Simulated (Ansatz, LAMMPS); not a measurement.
# Static equation of state of amorphous Al2O3 (155 atoms)

Density of this cell: 3.22 g/cm³. The cell holds 155 atoms: 62 Al and 93 O. Cell: a = 11.599 Å, b = 11.959 Å, c = 11.762 Å, α = 90.5°, β = 90.3°, γ = 89.4°. The starting structure: 155 atoms (62 Al, 93 O) placed at random at 3.18 g/cm³, melted at 5000 K for 10 ps at fixed volume with the Morse and Coulomb pair potential with partial charges (Pedone, Malavasi, Menziani, Cormack and Segre, J. Phys. Chem. B 110, 11780 (2006)). Quenched from 5000 K to 300 K at 20 K/ps and fixed volume, held 5 ps, then minimised at fixed cell.

Calculated with Ansatz 0.2.0: Kohn-Sham DFT, r2SCAN, PAW (set soft_2), plane waves; cutoff 500 eV, Γ point, fixed occupations. Cell and atoms were relaxed first, to V0 = 10.525 Å³ an atom at a residual P0 = -0.002 GPa. The cell was then scaled evenly, and the atoms were relaxed at each volume.

| volume (Å³/atom) | pressure (GPa) |
| --- | --- |
| 9.4724 | 15.67 |
| 9.8934 | ? |
| 10.209 | 3.085 |
| 10.841 | -3.235 |
| 11.156 | -6.362 |

Task: Fit the third-order Birch–Murnaghan equation to the rows given and interpolate to the withheld row.

**Working.**

Take the Eulerian strain f = ½[(V0/V)^(2/3) − 1] and the normalised pressure F = (P − P0) / [3f(1 + 2f)^(5/2)]. The third-order Birch–Murnaghan equation is then the line F = B0 + (3/2)B0(B′ − 4) f, so u = f and v = F.

| u = f | v = F (GPa) |
| --- | --- |
| 0.0363829 | 120.475 |
| 0.0102570 | 95.3399 |
| -0.00975652 | 116.041 |
| -0.0190505 | 122.636 |

With n = 4: mean u = 0.00445823, mean v = 113.623, Σ(u − ū)² = 0.0018075, Σ(u − ū)(v − v̄) = -0.13350. Slope b = -0.13350 / 0.0018075 = -73.860; intercept a = v̄ − b ū = 113.95.

So B0 = a = 114 GPa and B′ = 4 + 2b/(3a) = 3.57. At the withheld volume f = 0.02106, F = a + b f = 112.4 GPa, and P = P0 + 3f(1 + 2f)^(5/2) F.

Prediction at 9.8934: 7.870 GPa. The run gave 8.065 GPa, so the fit is low by 0.20 GPa (2.4 % of the value).

The series isn't one smooth equation of state: even a line fitted to all rows, the withheld one included, misses F by up to 19.4 %, the count of bonds changes along the series, an atom moves over 0.5 Å in some relaxation and a scaled cell ends below the relaxed one in energy. B0 and B′ are then only the numbers of this fit, not moduli of the material. Among the rows given, the largest miss of the fit is at 9.4724, by 1.2 GPa (5.4 % of the range of the table).

Limits: Static cells at zero temperature; the cell shape is held. The program notes that the SCF threshold of these relaxations is loose for the stress. The quench rate of 20 K/ps is many orders above laboratory rates, so the cell is likely richer in defects and strain than a real sample. The network of bonds at the start is that of the classical potential that made the cell, and needn't be the one that DFT or experiment would give. Only the Γ point is sampled, in a cell whose shortest periodic width is 12 Å.

[Hosts, paths, dates, database ids (printed as entryN), source tags and the programs' standing remarks are cut or masked in the printed files.]
